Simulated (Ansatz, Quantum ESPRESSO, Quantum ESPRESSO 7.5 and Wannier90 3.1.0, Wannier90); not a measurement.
# Ballistic channels from Wannier functions: zigzag Ag chain, bond 2.66 Å, width 1.6 Å

How many channels does the wire offer, and does a small Wannier basis get them right? The wire: zigzag Ag chain, bond 2.66 Å, width 1.6 Å.

Method: plane-wave DFT, PBE, GBRV ultrasoft pseudopotentials (cross-check by Ansatz 0.2.0 with PAW datasets), in Quantum ESPRESSO 7.5 and Wannier90 3.1.0.

### Step 1. Starting point

The cell holds 2 atoms: 2 Ag. Its edges and angles: a = 9.000 Å, b = 8.000 Å, c = 4.250 Å, α = 90.0°, β = 90.0°, γ = 90.0°. Vacuum lies along a and b. The structure's axis is c.

### Step 2. Ground state

File scf.in:

```
&control
  prefix = 'scf'
  outdir = './out'
  pseudo_dir = './pseudo'
  calculation = 'scf'
  tprnfor = .true.
/
&system
  ibrav = 0
  nat = 2
  ntyp = 1
  ecutwfc = 34
  ecutrho = 170
  occupations = 'smearing'
  smearing = 'mv'
  degauss = 0.005
/
&electrons
  conv_thr = 1e-07
  mixing_beta = 0.4
  electron_maxstep = 120
  mixing_mode = 'local-TF'
/
ATOMIC_SPECIES
  Ag  107.8682  ag_pbe_v1.4.uspp.F.UPF
CELL_PARAMETERS angstrom
  9.00000000000000 0.00000000000000 0.00000000000000
  0.00000000000000 8.00000000000000 0.00000000000000
  0.00000000000000 0.00000000000000 4.24998823527783
ATOMIC_POSITIONS crystal
  Ag  -0.088888888900 0.000000000000 0.000000000000
  Ag  0.088888888900 0.000000000000 0.500000000000
K_POINTS automatic
  1 1 16 0 0 0
```

Command:

```sh
> OMP_NUM_THREADS=1 mpirun -n 2 pw.x -nk 1 -in scf.in > scf.out
```

The log of the run:

```text
Program PWSCF v.7.5 starts
[citation notice left out]

     Parallel version (MPI & OpenMP), running on       2 processor cores
     Number of MPI processes:                 2
     Threads/MPI process:                     1

     MPI processes distributed on     1 nodes
[...]
Current dimensions of program PWSCF are:
     Max number of different atomic species (ntypx) = 10
     Max number of k-points (npk) =  40000
     Max angular momentum in pseudopotentials (lmaxx) =  4
     Message from routine setup:
     using ibrav=0 with symmetry is DISCOURAGED, use correct ibrav instead

     R & G space division:  proc/nbgrp/npool/nimage =       2
     Subspace diagonalization in iterative solution of the eigenvalue problem:
     a serial algorithm will be used

     Parallelization info
     --------------------
     sticks:   dense  smooth     PW     G-vecs:    dense   smooth      PW
     Min        1744    1393    392                38656    27615    4175
     Max        1745    1394    393                38657    27616    4176
     Sum        3489    2787    785                77313    55231    8351

     Using Slab Decomposition

     bravais-lattice index     =            0
     lattice parameter (alat)  =      17.0075  a.u.
     unit-cell volume          =    2064.9846 (a.u.)^3
     number of atoms/cell      =            2
     number of atomic types    =            1
     number of electrons       =        38.00
     number of Kohn-Sham states=           23
     kinetic-energy cutoff     =      34.0000  Ry
     charge density cutoff     =     170.0000  Ry
     scf convergence threshold =      1.0E-07
     mixing beta               =       0.4000
     number of iterations used =            8  local-TF  mixing
     Exchange-correlation=  SLA  PW   PBX  PBC
                           (   1   4   3   4   0   0   0)

     celldm(1)=  17.007535  celldm(2)=   0.000000  celldm(3)=   0.000000
     celldm(4)=   0.000000  celldm(5)=   0.000000  celldm(6)=   0.000000

     crystal axes: (cart. coord. in units of alat)
               a(1) = (   1.000000   0.000000   0.000000 )
               a(2) = (   0.000000   0.888889   0.000000 )
               a(3) = (   0.000000   0.000000   0.472221 )

     reciprocal axes: (cart. coord. in units 2 pi/alat)
               b(1) = (  1.000000  0.000000  0.000000 )
               b(2) = (  0.000000  1.125000  0.000000 )
               b(3) = (  0.000000  0.000000  2.117653 )

     PseudoPot. # 1 for Ag read from file:
     ./pseudo/ag_pbe_v1.4.uspp.F.UPF
     Pseudo is Ultrasoft + core correction, Zval = 19.0
     Generated by new atomic code, or converted to UPF format
     Using radial grid of  887 points,  6 beta functions with:
                l(1) =   0
                l(2) =   0
                l(3) =   1
                l(4) =   1
                l(5) =   2
                l(6) =   2
     Q(r) pseudized with  6 coefficients,  rinner =    1.300   1.300   1.300
                                                       1.300   1.300

     atomic species   valence    mass     pseudopotential
     Ag               19.00   107.86820     Ag( 1.00)

      8 Sym. Ops., with inversion, found ( 4 have fractional translation)

   Cartesian axes

     site n.     atom                  positions (alat units)
         1        Ag     tau(   1) = (  -0.0888889   0.0000000   0.0000000  )
         2        Ag     tau(   2) = (   0.0888889   0.0000000   0.2361105  )

     number of k points=     9  Marzari-Vanderbilt smearing, width (Ry)=  0.0050
                       cart. coord. in units 2pi/alat
        k(    1) = (   0.0000000   0.0000000   0.0000000), wk =   0.1250000
        k(    2) = (   0.0000000   0.0000000   0.1323533), wk =   0.2500000
        k(    3) = (   0.0000000   0.0000000   0.2647066), wk =   0.2500000
        k(    4) = (   0.0000000   0.0000000   0.3970599), wk =   0.2500000
        k(    5) = (   0.0000000   0.0000000   0.5294132), wk =   0.2500000
        k(    6) = (   0.0000000   0.0000000   0.6617665), wk =   0.2500000
        k(    7) = (   0.0000000   0.0000000   0.7941198), wk =   0.2500000
        k(    8) = (   0.0000000   0.0000000   0.9264732), wk =   0.2500000
        k(    9) = (   0.0000000   0.0000000  -1.0588265), wk =   0.1250000

     Dense  grid:    77313 G-vectors     FFT dimensions: (  72,  64,  36)

     Smooth grid:    55231 G-vectors     FFT dimensions: (  64,  60,  30)

     Estimated max dynamical RAM per process >     149.14 MB

     Estimated total dynamical RAM >     298.27 MB

     Initial potential from superposition of free atoms

     starting charge      36.9999, renormalised to      38.0000

     negative rho (up, down):  3.815E-03 0.000E+00
     Starting wfcs are   26 randomized atomic wfcs

     total cpu time spent up to now is        0.7 secs

     per-process dynamical memory:    37.5 Mb

     Self-consistent Calculation

     iteration #  1     ecut=    34.00 Ry     beta= 0.40
     Davidson diagonalization with overlap
     ethr =  1.00E-02,  avg # of iterations =  3.9

     negative rho (up, down):  8.043E-02 0.000E+00

     total cpu time spent up to now is        2.2 secs

     total energy              =    -590.95495134 Ry
     estimated scf accuracy    <       3.67014854 Ry

     iteration #  2     ecut=    34.00 Ry     beta= 0.40
[...]
negative rho (up, down):  1.098E-01 0.000E+00

[...]
total energy              =    -590.99790731 Ry
     estimated scf accuracy    <       0.57363766 Ry

     iteration #  3     ecut=    34.00 Ry     beta= 0.40
[...]
negative rho (up, down):  1.000E-01 0.000E+00

[...]
total energy              =    -591.06160848 Ry
     estimated scf accuracy    <       0.04232711 Ry

     iteration #  4     ecut=    34.00 Ry     beta= 0.40
[...]
negative rho (up, down):  4.230E-02 0.000E+00

[...]
total energy              =    -591.05353411 Ry
     estimated scf accuracy    <       0.01333518 Ry

     iteration #  5     ecut=    34.00 Ry     beta= 0.40
[...]
negative rho (up, down):  3.873E-02 0.000E+00

[...]
total energy              =    -591.05560549 Ry
     estimated scf accuracy    <       0.00168874 Ry

     iteration #  6     ecut=    34.00 Ry     beta= 0.40
[...]
negative rho (up, down):  7.421E-03 0.000E+00

[...]
total energy              =    -591.05427731 Ry
     estimated scf accuracy    <       0.00124075 Ry

     iteration #  7     ecut=    34.00 Ry     beta= 0.40
[...]
negative rho (up, down):  2.906E-03 0.000E+00

[...]
total energy              =    -591.05410269 Ry
     estimated scf accuracy    <       0.00076236 Ry

     iteration #  8     ecut=    34.00 Ry     beta= 0.40
[...]
negative rho (up, down):  1.155E-03 0.000E+00

[...]
total energy              =    -591.05424080 Ry
     estimated scf accuracy    <       0.00002392 Ry

     iteration #  9     ecut=    34.00 Ry     beta= 0.40
[...]
negative rho (up, down):  1.511E-03 0.000E+00

[...]
total energy              =    -591.05425116 Ry
     estimated scf accuracy    <       0.00000619 Ry

     iteration # 10     ecut=    34.00 Ry     beta= 0.40
[...]
negative rho (up, down):  1.615E-03 0.000E+00

[...]
total energy              =    -591.05425545 Ry
     estimated scf accuracy    <       0.00000042 Ry

     iteration # 11     ecut=    34.00 Ry     beta= 0.40
[...]
negative rho (up, down):  1.537E-03 0.000E+00

[...]
total energy              =    -591.05425517 Ry
     estimated scf accuracy    <       0.00000057 Ry

     iteration # 12     ecut=    34.00 Ry     beta= 0.40
[...]
negative rho (up, down):  1.532E-03 0.000E+00

[...]
End of self-consistent calculation

          k = 0.0000 0.0000 0.0000 (  6945 PWs)   bands (ev):

   -92.7986 -92.7800 -56.3773 -56.3487 -56.2818 -56.2509 -56.2460 -56.2310
    -6.1493  -5.9643  -5.9009  -5.5398  -5.3323  -4.9417  -4.7076  -4.6564
    -4.6066  -4.3589  -3.8220  -0.6089   0.6540   1.2501   2.4937

          k = 0.0000 0.0000 0.1324 (  6915 PWs)   bands (ev):

   -92.7984 -92.7802 -56.3774 -56.3493 -56.2811 -56.2507 -56.2461 -56.2312
    -6.1676  -5.9247  -5.8931  -5.5468  -5.3402  -4.9314  -4.7079  -4.6831
    -4.6074  -4.3423  -3.8039  -0.5772   0.6953   1.2817   2.5243

          k = 0.0000 0.0000 0.2647 (  6899 PWs)   bands (ev):

   -92.7979 -92.7807 -56.3775 -56.3510 -56.2792 -56.2501 -56.2463 -56.2317
    -6.1949  -5.8726  -5.8344  -5.5648  -5.3630  -4.9030  -4.7489  -4.7088
    -4.6096  -4.3128  -3.7398  -0.4834   0.8177   1.3759   2.6152

          k = 0.0000 0.0000 0.3971 (  6921 PWs)   bands (ev):

   -92.7970 -92.7816 -56.3776 -56.3536 -56.2762 -56.2492 -56.2467 -56.2326
    -6.2076  -5.8476  -5.7207  -5.5878  -5.3981  -4.8631  -4.8326  -4.7097
    -4.6132  -4.3019  -3.6075  -0.3339   1.0179   1.5303   2.7637

          k = 0.0000 0.0000 0.5294 (  6887 PWs)   bands (ev):

   -92.7959 -92.7827 -56.3774 -56.3568 -56.2725 -56.2479 -56.2475 -56.2339
    -6.1991  -5.8299  -5.6092  -5.5957  -5.4413  -4.9192  -4.8182  -4.7088
    -4.6183  -4.3238  -3.3908  -0.1532   1.2904   1.5103   1.7389

          k = 0.0000 0.0000 0.6618 (  6889 PWs)   bands (ev):

   -92.7944 -92.7841 -56.3767 -56.3605 -56.2683 -56.2488 -56.2464 -56.2354
    -6.1690  -5.8318  -5.6240  -5.4878  -5.4688  -4.9973  -4.7738  -4.7031
    -4.6255  -4.3753  -3.0863  -0.0745   0.9060   1.6292   1.9820

[...]
the Fermi energy is    -1.6683 ev

!    total energy              =    -591.05425554 Ry
     estimated scf accuracy    <       0.00000003 Ry
     smearing contrib. (-TS)   =      -0.00020511 Ry
     internal energy E=F+TS    =    -591.05405042 Ry

     The total energy is F=E-TS. E is the sum of the following terms:
     one-electron contribution =    -890.28756743 Ry
     hartree contribution      =     439.19967271 Ry
     xc contribution           =     -57.78558062 Ry
     ewald contribution        =     -82.18057508 Ry

     convergence has been achieved in  12 iterations

     negative rho (up, down):  1.532E-03 0.000E+00

     Forces acting on atoms (cartesian axes, Ry/au):

     atom    1 type  1   force =     0.00567938    0.00000000    0.00000000
     atom    2 type  1   force =    -0.00567938    0.00000000    0.00000000

     Total force =     0.008032     Total SCF correction =     0.000544

[...]
=------------------------------------------------------------------------------=
   JOB DONE.
=------------------------------------------------------------------------------=
```

The job ended after 18 s (2 MPI ranks of Arm Neoverse V1, shared host; peak memory 0.33 GiB; 36 s of CPU time).

Read from the output:

| Quantity | Value |
| --- | --- |
| free energy | -8041.7028 eV |
| Fermi energy | -1.668 eV |

The program's own clock; routines nest. Time by routine:

```
  routine  wall time (s)  calls
    PWSCF          17.34      1
electrons          16.33      1
  c_bands           9.53     12
  cegterg           9.22    108
    h_psi            7.1    453
     fftw           6.87  15308
 vloc_psi           6.34    453
 sum_band           3.17     12
     newd           1.69     13
  mix_rho           1.69     12
     ffts           0.91   1376
 init_run           0.65      1
   calbec           0.55    597
 v_of_rho           0.38     13
```

The run needed 12 iterations to bring the estimated error under 1e-07 Ry; the largest force on any atom, held or free, is 0.15 eV/Å.

### Step 3. Full uniform mesh without symmetry

Wannier90 needs the states on a whole uniform mesh, listed point by point, without symmetry.

nscf.in is the input of step 2 with these lines changed:

```diff
@@ -1,7 +1,6 @@
 &control
-  prefix = 'scf'
+  prefix = 'nscf'
   outdir = './out'
   pseudo_dir = './pseudo'
-  calculation = 'scf'
-  tprnfor = .true.
+  calculation = 'nscf'
 /
@@ -16,5 +15,8 @@
   degauss = 0.005
+  nosym = .true.
+  noinv = .true.
+  nbnd = 37
 /
 &electrons
-  conv_thr = 1e-07
+  conv_thr = 1e-09
   mixing_beta = 0.4
@@ -22,2 +24,3 @@
   mixing_mode = 'local-TF'
+  diago_full_acc = .true.
 /
@@ -32,3 +35,11 @@
   Ag  0.088888888900 0.000000000000 0.500000000000
-K_POINTS automatic
-  1 1 16 0 0 0
+K_POINTS crystal
+8
+  0.0000000000 0.0000000000 0.0000000000 0.125
+  0.0000000000 0.0000000000 0.1250000000 0.125
+  0.0000000000 0.0000000000 0.2500000000 0.125
+  0.0000000000 0.0000000000 0.3750000000 0.125
+  0.0000000000 0.0000000000 0.5000000000 0.125
+  0.0000000000 0.0000000000 0.6250000000 0.125
+  0.0000000000 0.0000000000 0.7500000000 0.125
+  0.0000000000 0.0000000000 0.8750000000 0.125
```

Command:

```sh
> cp -r out/scf.save out/nscf.save
> cp out/scf.xml out/nscf.xml
> OMP_NUM_THREADS=1 mpirun -n 2 pw.x -nk 1 -in nscf.in > nscf.out
```

The log of the run:

```text
[banner, memory and clock lines left out]
Program PWSCF v.7.5 starts
[citation notice left out]

[...]
bravais-lattice index     =            0
     lattice parameter (alat)  =      17.0075  a.u.
     unit-cell volume          =    2064.9846 (a.u.)^3
     number of atoms/cell      =            2
     number of atomic types    =            1
     number of electrons       =        38.00
     number of Kohn-Sham states=           37
     kinetic-energy cutoff     =      34.0000  Ry
     charge density cutoff     =     170.0000  Ry
     Exchange-correlation=  SLA  PW   PBX  PBC
                           (   1   4   3   4   0   0   0)

[...]
PseudoPot. # 1 for Ag read from file:
     ./pseudo/ag_pbe_v1.4.uspp.F.UPF
     Pseudo is Ultrasoft + core correction, Zval = 19.0
     Generated by new atomic code, or converted to UPF format
     Using radial grid of  887 points,  6 beta functions with:
                l(1) =   0
                l(2) =   0
                l(3) =   1
                l(4) =   1
                l(5) =   2
                l(6) =   2
     Q(r) pseudized with  6 coefficients,  rinner =    1.300   1.300   1.300
                                                       1.300   1.300

     atomic species   valence    mass     pseudopotential
     Ag               19.00   107.86820     Ag( 1.00)

     No symmetry found

[...]
number of k points=     8  Marzari-Vanderbilt smearing, width (Ry)=  0.0050
[...]
Dense  grid:    77313 G-vectors     FFT dimensions: (  72,  64,  36)

     Smooth grid:    55231 G-vectors     FFT dimensions: (  64,  60,  30)

     The potential is recalculated from file :
     ./out/nscf.save/charge-density

     negative rho (up, down):  1.532E-03 0.000E+00
     Starting wfcs are   26 randomized atomic wfcs +   11 random wfcs

     Band Structure Calculation
     Davidson diagonalization with overlap

     ethr =  2.63E-12,  avg # of iterations = 54.2

     End of band structure calculation

          k = 0.0000 0.0000 0.0000 (  6945 PWs)   bands (ev):

   -92.8011 -92.7825 -56.3798 -56.3511 -56.2842 -56.2532 -56.2485 -56.2334
    -6.1513  -5.9662  -5.9028  -5.5418  -5.3342  -4.9437  -4.7095  -4.6583
    -4.6086  -4.3609  -3.8231  -0.6095   0.6535   1.2491   2.4938   3.6295
     4.0403   4.2265   4.2446   4.3517   5.8198   6.6351   7.4249   8.1229
     8.4701   8.6651   8.9310   9.2647   9.6412

          k = 0.0000 0.0000 0.2647 (  6899 PWs)   bands (ev):

   -92.8004 -92.7832 -56.3800 -56.3533 -56.2816 -56.2525 -56.2487 -56.2341
    -6.1969  -5.8745  -5.8363  -5.5668  -5.3650  -4.9050  -4.7509  -4.7108
    -4.6117  -4.3148  -3.7409  -0.4840   0.8172   1.3750   2.6153   3.1763
     3.7244   4.1914   4.3293   4.3738   5.7338   6.9407   7.1798   7.5945
     7.7397   8.2413   8.5374   9.0714   9.2945

[...]
the Fermi energy is    -1.6693 ev
     (compare with:    -1.6683 eV, computed in scf)

[...]
```

Wall time 12 s (2 MPI ranks); peak memory 0.15 GiB; 24 s of CPU time.

Read from the output:

```
Fermi energy : -1.669 eV
```

The program's own clock; routines nest. Time by routine:

```
     routine  wall time (s)  calls
       PWSCF          11.52      1
   electrons          11.11      1
     c_bands          11.11      1
     cegterg          10.67     26
       h_psi           6.69    468
    vloc_psi           5.98    468
        fftw           5.47  11858
     cdiaghg           0.61    442
h_psi:calbec           0.35    468
      calbec           0.34    468
  add_vuspsi           0.33    468
       s_psi           0.32    468
    init_run           0.29      1
        newd           0.14      1
```

(Continued in part 2 of 5.)

[Logs are printed without paths, hosts, clocks, repeated set-up lines and the standing remarks that a program may print on its own settings, such as how far it seeks lower states.]

[Hosts, paths, dates, database ids (printed as entryN), source tags and the programs' standing remarks are cut or masked in the printed files.]

[Maps of the electrostatic potential energy from Ansatz leave out the sawtooth potential of an applied field or a dipole correction, so their vacuum need not be flat; planar profiles and work functions include it.]
